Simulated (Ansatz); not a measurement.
**1T-VSSe monolayer in a perpendicular field**

Wanted: the out-of-plane response of the 1T-VSSe monolayer. A positive field points along +c.

Method: plane-wave DFT, PBE-D3(BJ), Ansatz PAW, in Ansatz 0.2.0.

This is a report of a sequence of runs, with most program output left out.

## 1. Set-up

The cell holds 3 atoms: 1 Se, 1 V and 1 S. Its edges and angles: a = 3.250 Å, b = 3.250 Å, c = 37.766 Å, α = 90.0°, β = 90.0°, γ = 120.0°. Vacuum lies along c.

As a file:

```cif
data_structure
_symmetry_space_group_name_H-M 'P 1'
_symmetry_Int_Tables_number 1
_cell_length_a 3.2500
_cell_length_b 3.2500
_cell_length_c 37.7661
_cell_angle_alpha 90.000
_cell_angle_beta 90.000
_cell_angle_gamma 120.000
_cell_volume 345.46
loop_
_atom_site_label
_atom_site_type_symbol
_atom_site_fract_x
_atom_site_fract_y
_atom_site_fract_z
_atom_site_occupancy
Se1 Se 0.66667 0.33333 0.45543 1
V2 V 0.00000 0.00000 0.50298 1
S3 S 0.33333 0.66667 0.54457 1
```

## 2. Relaxation

The starting cell is a guess, so the in-plane lattice and the atoms are relaxed first, with the slab cut off from its images along the normal.

input.yaml

```yaml
crystal:
  lattice:
    - [3.25, 0.0, 0.0]
    - [-1.625, 2.8145825623, 0.0]
    - [0.0, 0.0, 37.7660927913]
  atoms:
    - { symbol: Se, position: [0.6666666667, 0.3333333333, 0.4554349875] }
    - { symbol: V, position: [0.0, 0.0, 0.5029758306], spin: 1.0 }
    - { symbol: S, position: [0.3333333333, 0.6666666667, 0.5445650125] }
  periodic: [true, true, false]
magnetization:
  spin_polarized: true
kpoints:
  mp_grid: { grid: [12, 12, 1] }
hamiltonian:
  xc: pbe
  dispersion: d3bj
scf:
  occupations: { method: fermi_dirac, width: 0.05 }
  convergence: { dr2_threshold: 1.0e-09 }
relax:
  f_tol: 0.004
  max_steps: 90
  cell: {}
output:
  write_potential: true
  write_density: true
  volumetric_format: npy
```

Command:

```
> ansatz run input.yaml --threads 2 --pin off --max-ram 3072MiB --backend cpu --events-out ev --progress --plain --runs-dir out
```

Run time: 4.6 min. Hardware: 2 threads of AMD EPYC (Zen 3), shared host; peak memory 0.75 GiB; 8 min of CPU time.

The steps of the relaxation:

```
step  energy less that of the first step (eV)  largest force component (eV/Å)  volume (Å³)
   1                                   0.0000                          1.9980       345.46
   2                                  -0.3046                          0.6955       345.45
   3                                  -0.3255                          0.1355       341.74
   4                                  -0.3268                          0.0174       340.06
   5                                  -0.3268                          0.0082       339.82
   6                                  -0.3268                          0.0007       339.65
  7*                                  -0.3267                          0.0008       339.65
```

Relaxation steps marked * repeat the geometry before them on a plane-wave basis chosen anew for their cell, so energy and pressure can jump there.

The run keeps the 6 symmetry operations that it works with, so distortions that break them were not tested.

| cell as run | before | after | change |
| --- | --- | --- | --- |
| a (Å) | 3.250 | 3.223 | -0.8 % |
| b (Å) | 3.250 | 3.223 | -0.8 % |

The atoms that moved most (Å, along periodic axes as changes of fractional coordinates times the final cell, across vacuum about the mean position):

```csv
atom,dx,dy,dz,length
S3,0.000,0.000,-0.157,0.157
Se1,0.000,0.000,0.153,0.153
```

Final coordinates:

```xyz
3
Lattice="3.2225 0.0000 0.0000 -1.6113 2.7908 0.0000 0.0000 0.0000 37.7661" Properties=species:S:1:pos:R:3
Se    1.6113    0.9303   17.3528
V     0.0000    0.0000   18.9999
S     0.0000    1.8605   20.4088
```

This step gave:

```yaml
energy_at_zero_smearing: -9286.8254 eV
total_moment: 0.5420 μB
site_moments: -0.03700, 0.4797, -0.005072 μB
```

Site moment by atom:

```
atom  site moment (μB)
 Se1            -0.037
  V2             0.480
  S3            -0.005
```

The lattice constant a goes from 3.250 to 3.223 Å.

## 3. Single point, field 0

A sawtooth potential applies the field, turning back in the middle of the vacuum. With the dipole correction the typed value is the field outside the slab. The induced dipole is small, so the SCF threshold is tight.

The cell differs from the one that the last finished run ended in (c 37.766 → 21.056 Å).

input.yaml

```yaml
crystal:
  lattice:
    - [3.2225457308, 0.0, 0.0]
    - [-1.6112728654, 2.7908064677, 0.0]
    - [0.0, 0.0, 21.0559611512]
  atoms:
    - { symbol: Se, position: [0.6666666667, 0.3333333333, 0.4274323996], spin: -0.04 }
    - { symbol: V, position: [0.0, 0.0, 0.5056544659], spin: 0.48 }
    - { symbol: S, position: [0.3333333333, 0.6666666667, 0.5725676004], spin: -0.01 }
magnetization:
  spin_polarized: true
kpoints:
  mp_grid: { grid: [18, 18, 1] }
  band_path:
    path: [[0, 0, 0], [0.5, 0, 0], [0.33333333, 0.33333333, 0], [0, 0, 0]]
    npoints: 16
hamiltonian:
  xc: pbe
  dispersion: d3bj
scf:
  occupations: { method: fermi_dirac, width: 0.02585 }
  convergence: { dr2_threshold: 1.0e-10 }
efield:
  axis: 3
  dipole_correction: true
  ramp_position: 0.97
  ramp_width: 0.06
  amplitude: 0
output:
  dos: { projected: true, e_range: [-6, 5] }
  write_potential: true
  write_density: true
  volumetric_format: npy
  elf: true
```

It took 66 s on 2 threads; peak memory 0.7 GiB; 2.1 min of CPU time.

Numbers from this step:

- energy at zero smearing: -9286.8317 eV
- total moment: 0.5824 μB
- site moments: -0.03747, 0.5116, -0.004379 μB
- work function, upper face: 5.448 eV
- work function, lower face: 4.897 eV
- dipole along the normal: -0.02740 e·Å
- step between the vacuum levels: 0.5513 eV

Running mean over a fixed 2.8 Å (it still follows the layers) of the planar mean; the ramp of the sawtooth is left out. Electron's electrostatic potential energy less the Fermi level against z:

z (Å), electron's electrostatic potential energy less the Fermi level (eV) and a bar from the least value:
```
      3.0       4.90 #############################
      3.5       4.90 #############################
      4.0       4.90 #############################
      4.5       4.90 #############################
      5.0       4.89 #############################
      5.5       4.88 #############################
      6.0       4.84 #############################
      6.5       4.65 ############################
      7.0       3.80 ##########################
      7.5       2.11 ######################
      8.0       0.25 ##################
      8.5      -1.58 ##############
      9.0      -3.69 #########
      9.5      -5.89 ####
     10.0      -6.90 ##
     10.5      -7.34 #
     11.0      -7.65 
     11.5      -7.01 #
     12.0      -4.80 #######
     12.5      -2.24 ############
     13.0       0.06 ##################
     13.5       2.45 #######################
     14.0       4.46 ############################
     14.5       5.25 ##############################
     15.0       5.41 ##############################
     15.5       5.44 ##############################
     16.0       5.45 ##############################
     16.5       5.45 ##############################
     17.0       5.45 ##############################
     17.5       5.45 ##############################
     18.0       5.45 ##############################
```

The density of states has structure finer than the step of the table below, so its rows give means over 0.25 eV, whole bins alone (the curve runs from -6 to 1.99 eV). Peaks (eV: height): total -4.870: 8.85, -4.810: 6.83, -3.350: 5.99, -2.640: 5.90, 0.700: 7.44, 1.060: 14.1, 1.640: 8.06; up -4.870: 6.86, -4.290: 3.21, -3.490: 3.47, -2.640: 4.17, 0.590: 4.69, 0.700: 7.05, 1.060: 11.1; down -4.810: 5.22, -3.350: 4.76, -2.500: 3.01, 0.340: 3.14, 1.170: 4.13, 1.280: 5.32, 1.640: 8.06.

The density of states by energy, zero at the Fermi level; means over each step; values in states/eV a cell:

```
energy (eV)  total      up   down
      -5.75  0.803   0.406  0.397
      -5.50   1.06   0.598  0.465
      -5.25   1.60   0.804  0.799
      -5.00   3.03    1.76   1.27
      -4.75   3.98    1.88   2.10
      -4.50   1.89   0.790   1.10
      -4.25   1.87    1.04  0.835
      -4.00   1.04   0.638  0.398
      -3.75   2.45    1.30   1.15
      -3.50   3.48    1.90   1.58
      -3.25   2.74    1.09   1.65
      -3.00   2.99    1.74   1.24
      -2.75   4.06    2.11   1.94
      -2.50   3.92    1.72   2.20
      -2.25   2.45    1.18   1.27
      -2.00   2.46    1.29   1.17
      -1.75   2.38    1.10   1.28
      -1.50   1.40   0.717  0.680
      -1.25   1.49   0.811  0.684
      -1.00   1.15   0.539  0.614
      -0.75  0.932   0.629  0.304
      -0.50   1.25   0.931  0.318
      -0.25   2.18    1.55  0.639
       0.00   1.45   0.635  0.820
       0.25   1.96   0.412   1.55
       0.50   1.60   0.916  0.681
       0.75   4.10    3.73  0.365
       1.00   5.28    3.66   1.61
       1.25   3.00  0.0670   2.93
       1.50   2.22       0   2.22
       1.75   1.38       0   1.38
```

Projected DOS per atom over height of the atomic layer and energy from the Fermi level. Layers: Se V S from below.

Values in states/eV, 22 rows by 3 columns, each cell a mean:
```
0.04 0.59 0.04
0.26 1.86 0.17
0.85 3.70 0.57
0.57 2.43 0.33
0.14 1.21 0.17
0.18 1.17 0.21
0.18 1.34 0.28
0.20 0.59 0.15
0.54 0.49 0.27
0.65 0.37 0.39
1.09 0.46 0.85
1.07 0.49 0.85
1.31 1.26 1.46
0.87 1.21 1.35
0.84 0.83 1.10
0.92 0.81 1.16
0.38 0.36 0.52
0.69 0.38 0.63
1.36 0.71 1.59
0.87 0.41 0.94
0.50 0.28 0.39
0.35 0.19 0.23
```
Columns: height of the atomic layer (Å) from 9 to 12.1 (not evenly spaced); rows upwards: energy from the Fermi level (eV) from -5.96 to 1.96.

Projected DOS per atom, spin up over height of the atomic layer and energy from the Fermi level. Layers: Se V S from below.

Ten even steps from '_' (0.00 states/eV) to '@' (2.14 states/eV), each cell a mean:
```
______
______
..%%..
::@@..
__..__
__::__
__==__
__::__
....__
....__
::....
::....
--::--
::----
....::
::::--
..__..
..__..
--..--
::..::
..__..
______
```
Columns: height of the atomic layer (Å) from 9 to 12.1 (not evenly spaced); rows upwards: energy from the Fermi level (eV) from -5.96 to 1.96.

Projected DOS per atom, spin down over height of the atomic layer and energy from the Fermi level. Layers: Se V S from below.

Values in states/eV, 22 rows by 3 columns, each cell a mean:
```
0.04 0.55 0.03
0.26 1.86 0.17
0.45 1.89 0.26
0.06 0.29 0.04
0.10 0.98 0.14
0.08 0.61 0.11
0.07 0.34 0.07
0.10 0.14 0.05
0.32 0.19 0.15
0.34 0.14 0.20
0.57 0.21 0.46
0.55 0.22 0.46
0.64 0.67 0.80
0.41 0.52 0.64
0.49 0.45 0.64
0.44 0.32 0.51
0.16 0.15 0.25
0.38 0.19 0.33
0.68 0.33 0.83
0.43 0.19 0.43
0.24 0.12 0.17
0.18 0.09 0.11
```
Columns: height of the atomic layer (Å) from 9 to 12.1 (not evenly spaced); rows upwards: energy from the Fermi level (eV) from -5.96 to 1.96.

Deep bands are left out, so band numbers here count from the lowest band kept and differ from the log's. The electronic bands at the labelled points (eV, zero at the Fermi level; # counts the bands kept):

```
  point  up #5  up #6  up #7  up #8  down #5  down #6  down #7  down #8
      Γ  -0.36  -0.36  -0.10   0.88     0.21     0.21     0.45     0.85
halfway  -1.74  -1.09  -0.57   0.80    -1.70    -0.86    -0.06     1.28
      M  -2.48  -0.99  -0.97   0.67    -2.44    -0.99    -0.50     1.27
halfway  -2.72  -2.53  -0.02   0.77    -2.64    -2.47     0.41     1.33
      K  -2.92  -2.91   0.59   0.64    -2.84    -2.80     1.14     1.19
halfway  -2.21  -1.56  -0.18   0.59    -2.07    -1.49     0.37     0.96
      Γ  -0.36  -0.36  -0.10   0.88     0.21     0.21     0.45     0.85
```

Spin density in the ca plane at fractional y = 0.000, with atoms of V within 0.2 Å of it.

Ten even steps from '0' (-0.01 e/Å³) to '9' (0.62 e/Å³), each cell a mean:
```
00000000000000000013752000000000000000000000
00000000000000000001110000000000000000000000
00000000000000000000000000000000000000000000
00000000000000000000000000000000000000000000
00000000000000000000000000000000000000000000
00000000000000000000000000000000000000000000
00000000000000000001321000000000000000000000
00000000000000000025973100000000000000000000
```
Columns run along c (16.0 Å, from fractional 0.16 to 0.92 of the cell), rows up along a (3.2 Å). Atoms in or near the plane, at fractional coordinates: V at (0.51, 0.00).

Electrostatic potential energy in the ca plane at fractional y = 0.000, with atoms of V within 0.2 Å of it. With pseudopotentials it is smooth inside the atoms' cores, unlike the true potential.

Ten even steps from '0' (-28 eV) to '9' (5 eV), each cell a mean:
```
99999999999999998720000689999999999999999999
99999999999999988761014789999999999999999999
99999999999999876777667778999999999999999999
99999999999998754688888767899999999999999999
99999999999998755688788767899999999999999999
99999999999999877775346788999999999999999999
99999999999999998740002789999999999999999999
99999999999999998710100589999999999999999999
```
Columns run along c (16.0 Å, from fractional 0.16 to 0.92 of the cell; values clipped at the 3rd and 97th percentile), rows up along a (3.2 Å). Atoms in or near the plane, at fractional coordinates: V at (0.51, 0.00).

ELF in the ca plane at fractional y = 0.000, with atoms of V within 0.2 Å of it. It is the smooth field of the valence electrons, not physical close to the nuclei.

Values, 5 rows by 16 columns, each cell a mean:
```
0.00 0.00 0.00 0.00 0.00 0.02 0.12 0.28 0.46 0.48 0.23 0.07 0.01 0.00 0.00 0.00
0.00 0.00 0.00 0.00 0.01 0.13 0.53 0.64 0.29 0.32 0.68 0.41 0.05 0.00 0.00 0.00
0.00 0.00 0.00 0.00 0.01 0.23 0.69 0.71 0.42 0.49 0.78 0.59 0.10 0.00 0.00 0.00
0.00 0.00 0.00 0.00 0.00 0.08 0.40 0.56 0.28 0.30 0.56 0.29 0.03 0.00 0.00 0.00
0.00 0.00 0.00 0.00 0.00 0.01 0.07 0.19 0.52 0.54 0.15 0.04 0.00 0.00 0.00 0.00
```
Columns run along c (16.0 Å, from fractional 0.09 to 0.85 of the cell), rows up along a (3.2 Å). Atoms in or near the plane, at fractional coordinates: V at (0.51, 0.00).

The work function of the upper face is 5.45 eV.

## 4. Single point, field 0.1 V/Å

input.yaml: that of step 3 with these lines changed.

```diff
@@ -25,7 +25,6 @@
   dipole_correction: true
-  ramp_position: 0.97
-  ramp_width: 0.06
-  amplitude: 0
+  ramp_position: 0.9288
+  ramp_width: 0.1425
+  amplitude: 0.1
 output:
-  dos: { projected: true, e_range: [-6, 5] }
   write_potential: true
@@ -33,2 +32 @@
   volumetric_format: npy
-  elf: true
```

The job ended after 68 s (2 threads; peak memory 0.7 GiB; 2.1 min of CPU time).

The dipole is -0.00144 e·Å, 0.0260 e·Å from its value without field.

## 5. Single point, field -0.1 V/Å

input.yaml: that of step 4 with these lines changed.

```diff
@@ -27,3 +27,3 @@
   ramp_width: 0.1425
-  amplitude: 0.1
+  amplitude: -0.1
 output:
```

Wall time 81 s (2 threads); peak memory 0.69 GiB.

The dipole is -0.0533 e·Å, -0.0259 e·Å from its value without field.

## 6. Response, atoms held

This step: plane-wave DFT, PBE-D3(BJ), Ansatz PAW; response to a field along the normal, atoms held (Ansatz 0.2.0).

The dipoles give the slope, and the difference of two potentials shows where the field is screened.

Numbers from this step:

| Item | Value |
| --- | --- |
| equivalent conductor thickness p/(ε₀AE) | 5.221 Å |
| distance between the outer atoms | 3.056 Å |

Dipole of the cell against applied field:

| applied field (V/Å) | dipole of the cell (e·Å) |
| --- | --- |
| -0.1000 | -0.0533 |
| 0.0000 | -0.0274 |
| 0.1000 | -0.00144 |

Total moment against applied field:

```
applied field (V/Å)  total moment (μB)
            -0.1000              0.581
             0.0000              0.582
             0.1000              0.584
```

Local field over the applied field, running mean. From the potentials at -0.1 and 0.1 V/Å; running mean over 2.5 Å. Local field over applied field against z:

```
z (Å)  local field over applied field
 4.09                           0.999
 4.39                           0.999
 4.83                           0.997
 5.12                           0.994
 5.56                           0.984
 5.85                           0.971
 6.14                           0.948
 6.58                           0.885
 6.87                           0.817
 7.16                           0.730
 7.60                           0.581
 7.90                           0.476
 8.33                           0.320
 8.63                           0.223
 8.92                           0.145
 9.36                          0.0742
 9.65                          0.0514
 9.94                          0.0378
10.38                          0.0266
10.67                          0.0292
11.11                          0.0479
11.41                          0.0667
11.70                          0.0973
12.14                           0.185
12.43                           0.270
12.72                           0.370
13.16                           0.528
13.45                           0.632
13.89                           0.779
14.18                           0.858
14.48                           0.915
14.91                           0.964
15.21                           0.981
15.50                           0.990
15.94                           0.996
16.23                           0.998
16.67                           0.999
16.96                           1.000
```

Electrons, planar mean, per unit field. Table of induced electron density by z:

z (Å), induced electron density (e/Å³ per V/Å) and a bar from the least value:
```
     4.09    0.00000 ###############
     4.39    0.00001 ###############
     4.83    0.00001 ###############
     5.12    0.00003 ###############
     5.56    0.00007 ###############
     5.85    0.00014 ###############
     6.14    0.00025 ################
     6.58    0.00059 #################
     6.87    0.00102 ###################
     7.16    0.00169 ######################
     7.60    0.00306 ############################
     7.90    0.00366 ##############################
     8.33    0.00237 #########################
     8.63    0.00109 ###################
     8.92    0.00080 ##################
     9.36    0.00082 ##################
     9.65    0.00017 ################
     9.94   -0.00088 ###########
    10.38   -0.00045 #############
    10.67    0.00056 #################
    11.11    0.00051 #################
    11.41   -0.00010 ###############
    11.70   -0.00081 ############
    12.14   -0.00060 ############
    12.43   -0.00154 #########
    12.72   -0.00324 ##
    13.16   -0.00361 
    13.45   -0.00266 ####
    13.89   -0.00130 ##########
    14.18   -0.00074 ############
    14.48   -0.00041 #############
    14.91   -0.00016 ##############
    15.21   -0.00008 ###############
    15.50   -0.00004 ###############
    15.94   -0.00002 ###############
    16.23   -0.00001 ###############
    16.67    0.00000 ###############
    16.96    0.00000 ###############
```

By hand: between -0.1 and 0.1 V/Å the dipole changes by 0.05190 e·Å, a slope of 0.2595 e·Å²/V. A perfect conductor of thickness t has p = ε₀AEt, so t = 180.95 × 0.2595 / 8.994 = 5.22 Å (e/ε₀ = 180.95 V·Å, A in Å²).

The induced dipole is that of a conductor 5.22 Å thick.

## 7. Outcome

| Quantity | Value |
| --- | --- |
| gap without field | none |
| work function, upper face | 5.45 eV |
| step between the vacuum levels | 0.551 eV |
| equivalent conductor thickness, atoms held | 5.22 Å |

**Reading.** The induced dipole equals that of a perfect conductor 5.22 Å thick, while the outer atoms lie 3.06 Å apart. The two faces differ: the vacuum level above lies 0.55 eV higher than the one below. There is no gap over 0.03 eV, with or without the field. For an open d or f shell that can be the fault of a semilocal functional without a Hubbard term. The magnetic order is the one reached from the typed start; other orders were not compared. Spin-orbit coupling is left out.

[Logs are printed without paths, hosts, clocks, repeated set-up lines and the standing remarks that a program may print on its own settings, such as how far it seeks lower states.]

[Hosts, paths, dates, database ids (printed as entryN), source tags and the programs' standing remarks are cut or masked in the printed files.]

[Maps of the electrostatic potential energy from Ansatz leave out the sawtooth potential of an applied field or a dipole correction, so their vacuum need not be flat; planar profiles and work functions include it.]

[The density of states shown here was stored with 400 of the rows of the run's finer table, so its peaks can read low, often by over a quarter, or be missed, and its means over a window can be off by a tenth or more.]
